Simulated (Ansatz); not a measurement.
# SnH2 (model cell, started as CdI2 type): a soft mode frozen in, part 2 of 3

Aim: this structure of SnH2 (model cell, started as CdI2 type) is to be tested for unstable modes, and one is followed downhill.

Ansatz 0.2.0; DFT PBEsol, scalar-relativistic, plane waves, PAW.

So far, highest frequency on path, mesh or solved points (cm⁻¹): step 2 (the dispersion) 856. Also lowest frequency on the path (cm⁻¹): step 2 -581.

The structure was built from a prototype and need not be the compound's stable phase.

## 3. The mode frozen in, largest atomic shift 0 Å

The mode followed lies at q = (0.333, 0.333, 0) with frequency 580.6i cm⁻¹, the softest among the wavevectors solved. At small amplitude the pattern taken leaves space group no. 147 by a symmetry search on the positions. The undistorted cell that holds it gives the zero of energy on the same k mesh.

System of this step: SnH2 (model cell, started as CdI2 type). Symmetry: P-3m1, No. 164, trigonal system. Conventional cell: a = 3.597 Å, b = 3.597 Å, c = 3.141 Å, α = 90.00°, β = 90.00°, γ = 120.00°. Nearest to Sn lie 6 H at 2.19 Å. Nearest to H lie 3 Sn at 2.19 Å. Farther neighbours, and contacts between anions beyond the nearest, are not listed.

input.yaml

```yaml
crystal:
  lattice:
    - [0.0, 0.0, 3.1406510309]
    - [5.3948338414, 3.1147087706, 0.0]
    - [0.0, 6.2294175411, 0.0]
  atoms:
    - { symbol: Sn, position: [0.0, 0.3333333333, 0.3333333333] }
    - { symbol: Sn, position: [0.0, 0.6666666667, 0.6666666667] }
    - { symbol: Sn, position: [0.0, 0.0, 1.0] }
    - { symbol: H, position: [0.219013677, 0.0, 0.3333333333] }
    - { symbol: H, position: [0.219013677, 0.3333333333, 0.6666666667] }
    - { symbol: H, position: [0.219013677, 0.6666666667, 1.0] }
    - { symbol: H, position: [0.780986323, 0.3333333333, 1.0] }
    - { symbol: H, position: [0.780986323, 0.6666666667, 0.3333333333] }
    - { symbol: H, position: [0.780986323, 1.0, 0.6666666667] }
kpoints:
  mp_grid: { grid: [12, 9, 9] }
hamiltonian:
  xc: pbesol
scf:
  occupations: { method: methfessel_paxton, width: 0.2 }
output:
  forces: true
  stress: true
  eigenvalues: true
```

Started as:

```
ansatz run input.yaml --threads 4 --pin off --max-ram 7168MiB --backend cpu --events-out ev --progress --plain --runs-dir out
```

Log:

```text
[...]
Crystal: 9 atoms, lattice volume = 105.547 Å³
Basis set: ecut = 420 eV, 2075 PW (Γ), exchange–correlation on 48×90×90 points (8 copies of the dense FFT grid, shifted against one another)
Bands: 33, of which v1, the nominal top of the filled ones, is band 24 counted from 1 (23 counted from 0)
Symmetry: 36 space group operations
[...]
k-points: 119 of 972
[...]
k-point 0: bands = [... 20 lower, 2.5396, 2.5396, 7.5586, 11.8171, 12.2048, 12.2048, 14.6574, 14.8271, ... 5 higher]
  k-point 1: bands = [... 20 lower, 3.1746, 3.4963, 7.5156, 10.5662, 12.0010, 13.2429, 13.8735, 13.9479, ... 5 higher]
  k-point 2: bands = [... 20 lower, 3.9038, 4.7614, 7.3434, 9.1095, 11.5685, 12.6000, 13.0637, 14.0577, ... 5 higher]
  k-point 118: bands = [... 20 lower, 3.8337, 6.7074, 6.7074, 6.7074, 8.8517, 8.8517, 8.8517, 12.2568, ... 5 higher]
[key lines of the parts left out:]
SCF converged after 7 iterations
Free energy (F): -17939.377706 eV
Fermi energy:    8.384313 eV
P = ⅓ Tr σ = -0.0317 GPa (-0.317 kbar)
```

Elapsed: 4.5 s, on 4 threads of Arm Neoverse V2, shared host; peak memory 0.62 GiB.

Numbers from this step:

* pressure: -0.03167 GPa
* energy from the undistorted cell: 0 meV/atom

The run ends at a pressure of -0.03 GPa, with forces up to 0.0070 eV/Å.

## 4. The mode frozen in, largest atomic shift 0.32 Å

The atoms are moved along the unstable eigenvector, the largest shift by 0.32 Å, with the cell fixed.

input.yaml

```yaml
crystal:
  lattice:
    - [0.0, 0.0, 3.1406510309]
    - [5.3948338414, 3.1147087706, 0.0]
    - [0.0, 6.2294175411, 0.0]
  atoms:
    - { symbol: Sn, position: [0.0001741558, 0.3333333223, 0.3333333444] }
    - { symbol: Sn, position: [-0.0001734085, 0.6666666776, 0.6666666557] }
    - { symbol: Sn, position: [-7.473e-07, 0.0, 1.0] }
    - { symbol: H, position: [0.2190139563, 0.0593151907, 0.3038693992] }
    - { symbol: H, position: [0.2190136782, 0.3038668458, 0.6368175589] }
    - { symbol: H, position: [0.2190133965, 0.6368201013, 1.0593152075] }
    - { symbol: H, position: [0.7809866023, 0.362800502, 0.9406847954] }
    - { symbol: H, position: [0.7809863242, 0.6965157744, 0.3627998209] }
    - { symbol: H, position: [0.7809860425, 0.9406847925, 0.696513232] }
kpoints:
  mp_grid: { grid: [12, 9, 9] }
hamiltonian:
  xc: pbesol
scf:
  occupations: { method: methfessel_paxton, width: 0.2 }
output:
  forces: true
  stress: true
  eigenvalues: true
```

Log:

```text
[...]
k-point 0: bands = [... 20 lower, 2.5295, 2.5295, 8.1566, 11.7860, 11.7860, 12.0344, 14.1798, 14.1798, ... 5 higher]
  k-point 1: bands = [... 20 lower, 3.0912, 3.3751, 8.1336, 10.5358, 11.5311, 12.8281, 14.0310, 14.2611, ... 5 higher]
  k-point 2: bands = [... 20 lower, 3.7758, 4.5316, 8.0362, 9.1210, 10.9749, 12.7943, 13.3727, 14.2010, ... 5 higher]
  k-point 174: bands = [... 20 lower, 3.8142, 6.3383, 6.3401, 6.6450, 8.4998, 9.3918, 9.3986, 12.1399, ... 5 higher]
[key lines of the parts left out:]
SCF converged after 7 iterations
Free energy (F): -17939.482856 eV
Fermi energy:    8.375990 eV
P = ⅓ Tr σ = 2.5998 GPa (25.998 kbar)
```

Wall time 11 s (4 threads); peak memory 0.72 GiB; 44 s of CPU time.

This step gave:

| Quantity | Value |
| --- | --- |
| pressure | 2.600 GPa |
| energy from the undistorted cell | -11.83 meV/atom |

The energy, extrapolated to zero smearing, is -11.83 meV/atom against the undistorted cell.

The run ends at a pressure of 2.60 GPa, with forces up to 0.10 eV/Å.

## 5. Energy along the mode, all amplitudes (two of the runs are shown above)

An imaginary frequency means negative curvature, so the energy should fall and then rise again as anharmonic terms take over.

This step gave:

```yaml
depth_at_the_lowest_point_sampled: 11.83 meV/atom
largest_atomic_shift_at_that_point: 0.32 Å
```

Table of energy from the parent by largest atomic shift:

| largest atomic shift (Å) | energy from the parent (meV/atom) |
| --- | --- |
| 0.000 | 0 |
| 0.040 | -0.714 |
| 0.080 | -2.57 |
| 0.140 | -6.31 |
| 0.220 | -10.9 |
| 0.320 | -11.8 |
| 0.450 | -2.31 |
| 0.600 | 39.0 |

Displacement at unit largest shift by atom:

| atom | x (Å) | y (Å) | z (Å) | size |
| --- | --- | --- | --- | --- |
| Sn1 | 0.00 | 0.00 | 0.00 | 0.00 |
| Sn2 | 0.00 | 0.00 | 0.00 | 0.00 |
| Sn3 | 0.00 | 0.00 | 0.00 | 0.00 |
| H4 | 1.00 | 0.00 | 0.00 | 1.00 |
| H5 | -0.50 | -0.87 | 0.00 | 1.00 |
| H6 | -0.50 | 0.86 | 0.00 | 1.00 |
| H7 | 0.50 | -0.87 | 0.00 | 1.00 |
| H8 | 0.50 | 0.86 | 0.00 | 1.00 |
| H9 | -1.00 | 0.00 | 0.00 | 1.00 |

The lowest step is at 0.32 Å, 11.8 meV/atom below the parent, and the energy rises beyond it.

## 6. Relaxation from the frozen mode

Starting from the lowest point found, all atoms and the cell are let go, so that strain and other modes of the same symmetry can join in.

input.yaml, as its differences from that of step 4:

```diff
@@ -25 +25,6 @@
   eigenvalues: true
+relax:
+  adjacent_minimum: "off"
+  f_tol: 0.002
+  max_steps: 120
+  cell: { stress_tol: 0.03 }
```

Log:

```text
[...]
Crystal: 9 atoms, lattice volume = 105.547 Å³
Basis set: ecut = 420 eV, 2075 PW (Γ), exchange–correlation on 48×90×90 points (8 copies of the dense FFT grid, shifted against one another)
Bands: 33, of which v1, the nominal top of the filled ones, is band 24 counted from 1 (23 counted from 0)
Symmetry: 3 space group operations
[...]
k-points: 175 of 972 (time reversal used)
[...]
SCF iter   1: F=—  HF=-17939.505469 eV  |F-HF|=—  |Δ(HF+E_count)|=         —  Δρ=7.50e-3  dr2=5.22e-2  ethr=1.77e-3  ⟨swp⟩=7.5  Hψ=27380  notcnv=0
[...]
SCF iter   7: F=-17939.482856 eV  HF=-17939.482856 eV  |F-HF|=9.57e-8  |Δ(HF+E_count)|=   1.15e-6  S|Δr|=    0.00e0  Δρ=9.60e-6  dr2=9.78e-8  ethr=2.08e-10  ⟨swp⟩=8.7  Hψ=29406  notcnv=0
SCF 1 converged in 7 iterations: F = -17939.482856 eV  dr2 = 9.78e-8
[...]
relax step   1: F+E_penalty+E_count = -17939.48285578 eV  Δ(F+E_penalty+E_count) = +0.000e0 eV  max|allowed force component| = 1.043e-1 eV/Å  Δτ_max = 0.0000 Å  P = +2.600 GPa  Ω = 105.547 Å³  (7 SCF iters, dr2 threshold 1.00e-7 eV, accepted)
Crystal: 9 atoms, lattice volume = 121.325 Å³
Basis set: ecut = 420 eV, 2363 PW (Γ), exchange–correlation on 48×90×90 points (8 copies of the dense FFT grid, shifted against one another)
[...]
SCF iter   6: F=-17939.417675 eV  HF=-17939.417675 eV  |F-HF|=2.27e-7  |Δ(HF+E_count)|=   8.20e-6  S|Δr|=    0.00e0  Δρ=1.43e-5  dr2=2.31e-7  ethr=1.87e-9  ⟨swp⟩=5.3  Hψ=29466  notcnv=0
SCF 2 converged in 6 iterations: F = -17939.417675 eV  dr2 = 2.31e-7
relax step   2: F+E_penalty+E_count = -17939.41767518 eV  Δ(F+E_penalty+E_count) = +6.518e-2 eV  max|allowed force component| = 2.344e-1 eV/Å  Δτ_max = 0.1586 Å  P = -3.203 GPa  Ω = 121.325 Å³  energy of the carried Pulay correction = -1.194e-2 eV  (6 SCF iters, dr2 threshold 9.00e-7 eV, rejected (line search))
Crystal: 9 atoms, lattice volume = 112.657 Å³
Basis set: ecut = 420 eV, 2219 PW (Γ), exchange–correlation on 48×90×90 points (8 copies of the dense FFT grid, shifted against one another)
[...]
SCF iter  10: F=-17939.528084 eV  HF=-17939.528084 eV  |F-HF|=0.00e0  |Δ(HF+E_count)|=  2.18e-11  S|Δr|=    0.00e0  Δρ=6.02e-8  dr2=4.75e-12  ethr=1.00e-12  ⟨swp⟩=4.8  Hψ=16957  notcnv=0
SCF 3 converged in 10 iterations: F = -17939.528084 eV  dr2 = 4.75e-12
relax step   3: F+E_penalty+E_count = -17939.52808421 eV  Δ(F+E_penalty+E_count) = -4.523e-2 eV  max|allowed force component| = 7.150e-2 eV/Å  Δτ_max = 0.0704 Å  P = -0.590 GPa  Ω = 112.657 Å³  energy of the carried Pulay correction = -5.594e-3 eV  (10 SCF iters, accepted)
[... from here on, the SCF cycles and remarks between the steps are left out ...]
relax step   4: F+E_penalty+E_count = -17939.54399776 eV  Δ(F+E_penalty+E_count) = -1.591e-2 eV  max|allowed force component| = 1.057e-1 eV/Å  Δτ_max = 0.0968 Å  P = -0.490 GPa  Ω = 113.491 Å³  energy of the carried Pulay correction = -6.226e-3 eV  (6 SCF iters, dr2 threshold 9.00e-7 eV, accepted)
relax step   5: F+E_penalty+E_count = -17939.56750585 eV  Δ(F+E_penalty+E_count) = -2.351e-2 eV  max|allowed force component| = 2.409e-1 eV/Å  Δτ_max = 0.1462 Å  P = -0.924 GPa  Ω = 115.639 Å³  energy of the carried Pulay correction = -7.833e-3 eV  (6 SCF iters, dr2 threshold 9.00e-7 eV, accepted)
relax step   6: F+E_penalty+E_count = -17939.62139161 eV  Δ(F+E_penalty+E_count) = -5.389e-2 eV  max|allowed force component| = 4.313e-2 eV/Å  Δτ_max = 0.1104 Å  P = -0.095 GPa  Ω = 118.473 Å³  energy of the carried Pulay correction = -9.906e-3 eV  (6 SCF iters, dr2 threshold 9.00e-7 eV, accepted)
relax step   7: F+E_penalty+E_count = -17939.63854777 eV  Δ(F+E_penalty+E_count) = -1.716e-2 eV  max|allowed force component| = 3.806e-2 eV/Å  Δτ_max = 0.0736 Å  P = +0.094 GPa  Ω = 119.993 Å³  energy of the carried Pulay correction = -1.100e-2 eV  (6 SCF iters, dr2 threshold 5.70e-7 eV, accepted)
relax step   8: F+E_penalty+E_count = -17939.67946484 eV  Δ(F+E_penalty+E_count) = -4.092e-2 eV  max|allowed force component| = 5.815e-2 eV/Å  Δτ_max = 0.1956 Å  P = +0.163 GPa  Ω = 123.940 Å³  energy of the carried Pulay correction = -1.376e-2 eV  (7 SCF iters, dr2 threshold 9.00e-7 eV, accepted)
relax step   9: F+E_penalty+E_count = -17939.56913174 eV  Δ(F+E_penalty+E_count) = +1.103e-1 eV  max|allowed force component| = 3.450e-1 eV/Å  Δτ_max = 0.1612 Å  P = -0.819 GPa  Ω = 120.670 Å³  energy of the carried Pulay correction = -1.148e-2 eV  (7 SCF iters, dr2 threshold 2.11e-7 eV, rejected (line search))
relax step  10: F+E_penalty+E_count = -17939.67797346 eV  Δ(F+E_penalty+E_count) = +1.491e-3 eV  max|allowed force component| = 3.323e-2 eV/Å  Δτ_max = 0.0800 Å  P = -0.224 GPa  Ω = 125.985 Å³  energy of the carried Pulay correction = -1.516e-2 eV  (11 SCF iters, rejected (line search))
relax step  11: F+E_penalty+E_count = -17939.68200165 eV  Δ(F+E_penalty+E_count) = -2.537e-3 eV  max|allowed force component| = 9.094e-3 eV/Å  Δτ_max = 0.0389 Å  P = +0.001 GPa  Ω = 124.520 Å³  energy of the carried Pulay correction = -1.416e-2 eV  (10 SCF iters, accepted)
relax step  12: F+E_penalty+E_count = -17939.68210089 eV  Δ(F+E_penalty+E_count) = -9.924e-5 eV  max|allowed force component| = 9.874e-3 eV/Å  Δτ_max = 0.0227 Å  P = -0.031 GPa  Ω = 124.955 Å³  energy of the carried Pulay correction = -1.446e-2 eV  (7 SCF iters, dr2 threshold 5.17e-9 eV, accepted)
relax step  13: F+E_penalty+E_count = -17939.68280327 eV  Δ(F+E_penalty+E_count) = -7.024e-4 eV  max|allowed force component| = 8.498e-3 eV/Å  Δτ_max = 0.0709 Å  P = -0.092 GPa  Ω = 126.180 Å³  energy of the carried Pulay correction = -1.529e-2 eV  (7 SCF iters, dr2 threshold 3.58e-8 eV, accepted)
relax step  14: F+E_penalty+E_count = -17939.68810551 eV  Δ(F+E_penalty+E_count) = -5.302e-3 eV  max|allowed force component| = 3.053e-2 eV/Å  Δτ_max = 0.0923 Å  P = -0.218 GPa  Ω = 127.523 Å³  energy of the carried Pulay correction = -1.619e-2 eV  (7 SCF iters, dr2 threshold 2.48e-7 eV, accepted)
relax step  15: F+E_penalty+E_count = -17939.70366522 eV  Δ(F+E_penalty+E_count) = -1.556e-2 eV  max|allowed force component| = 1.153e-1 eV/Å  Δτ_max = 0.1837 Å  P = -0.594 GPa  Ω = 129.498 Å³  energy of the carried Pulay correction = -1.750e-2 eV  (7 SCF iters, dr2 threshold 7.33e-7 eV, accepted)
relax step  16: F+E_penalty+E_count = -17939.71155566 eV  Δ(F+E_penalty+E_count) = -7.890e-3 eV  max|allowed force component| = 5.933e-2 eV/Å  Δτ_max = 0.1152 Å  P = -0.518 GPa  Ω = 129.970 Å³  energy of the carried Pulay correction = -1.781e-2 eV  (6 SCF iters, dr2 threshold 9.00e-7 eV, accepted)
relax step  17: F+E_penalty+E_count = -17939.72242294 eV  Δ(F+E_penalty+E_count) = -1.087e-2 eV  max|allowed force component| = 1.426e-1 eV/Å  Δτ_max = 0.1209 Å  P = +0.628 GPa  Ω = 127.182 Å³  energy of the carried Pulay correction = -1.596e-2 eV  (6 SCF iters, dr2 threshold 9.00e-7 eV, accepted)
relax step  18: F+E_penalty+E_count = -17939.76573792 eV  Δ(F+E_penalty+E_count) = -4.331e-2 eV  max|allowed force component| = 8.561e-2 eV/Å  Δτ_max = 0.1943 Å  P = -0.013 GPa  Ω = 126.549 Å³  energy of the carried Pulay correction = -1.554e-2 eV  (6 SCF iters, dr2 threshold 9.00e-7 eV, accepted)
relax step  19: F+E_penalty+E_count = -17939.82578598 eV  Δ(F+E_penalty+E_count) = -6.005e-2 eV  max|allowed force component| = 1.191e-1 eV/Å  Δτ_max = 0.1936 Å  P = -0.654 GPa  Ω = 124.673 Å³  energy of the carried Pulay correction = -1.427e-2 eV  (6 SCF iters, dr2 threshold 4.58e-7 eV, accepted)
relax step  20: F+E_penalty+E_count = -17939.87961743 eV  Δ(F+E_penalty+E_count) = -5.383e-2 eV  max|allowed force component| = 1.900e-1 eV/Å  Δτ_max = 0.1926 Å  P = -0.818 GPa  Ω = 121.424 Å³  energy of the carried Pulay correction = -1.201e-2 eV  (6 SCF iters, dr2 threshold 9.00e-7 eV, accepted)
relax step  21: F+E_penalty+E_count = -17939.89667211 eV  Δ(F+E_penalty+E_count) = -1.705e-2 eV  max|allowed force component| = 1.103e-1 eV/Å  Δτ_max = 0.1953 Å  P = +0.379 GPa  Ω = 119.480 Å³  energy of the carried Pulay correction = -1.063e-2 eV  (6 SCF iters, dr2 threshold 9.00e-7 eV, accepted)
relax step  22: F+E_penalty+E_count = -17939.89421236 eV  Δ(F+E_penalty+E_count) = +2.460e-3 eV  max|allowed force component| = 6.922e-2 eV/Å  Δτ_max = 0.0496 Å  P = -0.455 GPa  Ω = 119.798 Å³  energy of the carried Pulay correction = -1.086e-2 eV  (5 SCF iters, dr2 threshold 9.00e-7 eV, rejected (line search))
relax step  23: F+E_penalty+E_count = -17939.90273992 eV  Δ(F+E_penalty+E_count) = -6.068e-3 eV  max|allowed force component| = 2.601e-2 eV/Å  Δτ_max = 0.0242 Å  P = +0.032 GPa  Ω = 119.706 Å³  energy of the carried Pulay correction = -1.079e-2 eV  (10 SCF iters, accepted)
relax step  24: F+E_penalty+E_count = -17939.90529914 eV  Δ(F+E_penalty+E_count) = -2.559e-3 eV  max|allowed force component| = 7.684e-3 eV/Å  Δτ_max = 0.0601 Å  P = +0.032 GPa  Ω = 119.762 Å³  energy of the carried Pulay correction = -1.083e-2 eV  (6 SCF iters, dr2 threshold 4.25e-8 eV, accepted)
relax step  25: F+E_penalty+E_count = -17939.90536426 eV  Δ(F+E_penalty+E_count) = -6.512e-5 eV  max|allowed force component| = 1.723e-3 eV/Å  Δτ_max = 0.0149 Å  P = +0.015 GPa  Ω = 119.871 Å³  energy of the carried Pulay correction = -1.091e-2 eV  (6 SCF iters, dr2 threshold 4.58e-9 eV, accepted)
relax step  26: F+E_penalty+E_count = -17939.90532305 eV  Δ(F+E_penalty+E_count) = +4.121e-5 eV  max|allowed force component| = 3.994e-4 eV/Å  Δτ_max = 0.0050 Å  P = -0.002 GPa  Ω = 119.946 Å³  energy of the carried Pulay correction = -1.096e-2 eV  (7 SCF iters, accepted)
relax step  27: F+E_penalty+E_count = -17939.92391131 eV  Δ(F+E_penalty+E_count) = -1.859e-2 eV  max|allowed force component| = 9.823e-4 eV/Å  Δτ_max = 0.0000 Å  P = +0.084 GPa  Ω = 119.946 Å³  stress off target by 1.32e-1 GPa  SCF on the basis re-selected at this cell (its energy is not comparable with the rows above)  (7 SCF iters)
relax step  28: F+E_penalty+E_count = -17939.92391416 eV  Δ(F+E_penalty+E_count) = -2.856e-6 eV  max|allowed force component| = 1.922e-3 eV/Å  Δτ_max = 0.0125 Å  P = +0.007 GPa  Ω = 120.246 Å³  energy of the carried Pulay correction = -1.990e-4 eV  (5 SCF iters, dr2 threshold 4.35e-8 eV, accepted)
relax step  29: F+E_penalty+E_count = -17939.92387935 eV  Δ(F+E_penalty+E_count) = +3.482e-5 eV  max|allowed force component| = 8.413e-4 eV/Å  Δτ_max = 0.0022 Å  P = +0.000 GPa  Ω = 120.309 Å³  energy of the carried Pulay correction = -2.423e-4 eV  (7 SCF iters, accepted)
[...]
SCF iter   4: F=-17939.924099 eV  HF=-17939.924099 eV  |F-HF|=3.64e-12  |Δ(HF+E_count)|=   5.62e-9  S|Δr|=    0.00e0  Δρ=1.40e-7  dr2=1.58e-11  ethr=1.00e-12  ⟨swp⟩=7.1  Hψ=24599  notcnv=0
SCF 30 converged in 4 iterations: F = -17939.924099 eV  dr2 = 1.58e-11
relax step  30: F+E_penalty+E_count = -17939.92409948 eV  Δ(F+E_penalty+E_count) = -2.201e-4 eV  max|allowed force component| = 9.024e-4 eV/Å  Δτ_max = 0.0000 Å  P = +0.001 GPa  Ω = 120.309 Å³  stress off target by 1.09e-2 GPa  SCF on the basis re-selected at this cell (its energy is not comparable with the rows above)  (4 SCF iters)
[...]
SCF converged after 4 iterations
[...]
Free energy (F): -17939.924099 eV
[...]
Internal energy: -17939.925428 eV  (E = F + TS)
E sigma→0 (E₀):  -17939.924432 eV
Entropy (-TS):   0.001328 eV (0.148 meV/atom)
Fermi energy:    7.090396 eV
[...]
--- Forces (eV/Å), atoms counted from 1 ---
  atom   1  Sn     0.00000000    -0.00000000    -0.00062258
  atom   2  Sn    -0.00000000     0.00000000     0.00012500
  atom   3  Sn    -0.00000000     0.00000000     0.00058096
  atom   4  H     -0.00047378    -0.00076845     0.00008459
  atom   5  H     -0.00042861     0.00079453     0.00008459
  atom   6  H      0.00090239    -0.00002608     0.00008459
  atom   7  H     -0.00082600    -0.00010675    -0.00011239
  atom   8  H      0.00050545    -0.00066196    -0.00011239
  atom   9  H      0.00032055     0.00076871    -0.00011239
  max |Σ_I F_I| component: 3.18e-8 eV/Å
--- Stress (GPa, compression-positive) ---
        0.006518      -0.000000      -0.000000
        0.000000       0.006518       0.000000
       -0.000000       0.000000      -0.010909
  P = ⅓ Tr σ = 0.0007 GPa (0.007 kbar)
--- Band table (eV; the first three rows and the last of 175) ---
  k-point 0: bands = [... 20 lower, 1.7887, 1.7887, 8.3878, 8.3878, 8.8506, 8.8621, 9.8977, 9.8977, ... 5 higher]
  k-point 1: bands = [... 20 lower, 1.9200, 2.0178, 7.3892, 8.1167, 8.7649, 9.4350, 10.0891, 10.3852, ... 5 higher]
  k-point 2: bands = [... 20 lower, 2.2260, 2.5714, 6.2291, 7.5661, 8.4851, 9.6611, 10.4686, 11.4397, ... 5 higher]
  k-point 174: bands = [... 20 lower, 2.6158, 4.3472, 4.3472, 5.7659, 5.9383, 7.6805, 7.6851, 11.5184, ... 5 higher]
--- Relaxed structure (28 steps of the walk, 24 accepted, 2 SCFs on fresh bases) ---
  F+E_penalty+E_count = -17939.92409948 eV   max|allowed force component| = 9.024e-4 eV/Å   (the final SCF, on the basis selected at the relaxed cell)
  cell:  # Å, volume = 120.3091 Å³
    - [0, 0, 2.981285]
    - [5.911706, 3.413125, 0]
    - [-3.163340e-11, 6.826250, 0]
  atoms:
    - { symbol: Sn, position: [-0.230856, 0.333333, 0.333333] }
    - { symbol: Sn, position: [0.231163, 0.666667, 0.666667] }
    - { symbol: Sn, position: [-0.000347436, -2.042262e-18, 1.000000] }
    - { symbol: H, position: [-0.207059, 0.178157, 0.178175] }
    - { symbol: H, position: [-0.207059, 0.178175, 0.643668] }
    - { symbol: H, position: [-0.207059, 0.643668, 1.178157] }
    - { symbol: H, position: [1.207073, 0.356356, 0.821857] }
    - { symbol: H, position: [1.207073, 0.821787, 0.356356] }
    - { symbol: H, position: [1.207073, 0.821857, 0.821787] }
```

Wall time 6.4 min (4 threads); peak memory 0.83 GiB.

(Part 2 of 3 ends here.)

[Long decimals in the printed logs are rounded to 6 places.]

[Logs are printed without paths, hosts, clocks, repeated set-up lines and the standing remarks that a program may print on its own settings, such as how far it seeks lower states.]

[Hosts, paths, dates, database ids (printed as entryN), source tags and the programs' standing remarks are cut or masked in the printed files.]

[Where the starting crystal was built by hand or by swapping elements, it need not be the compound's stable phase.]
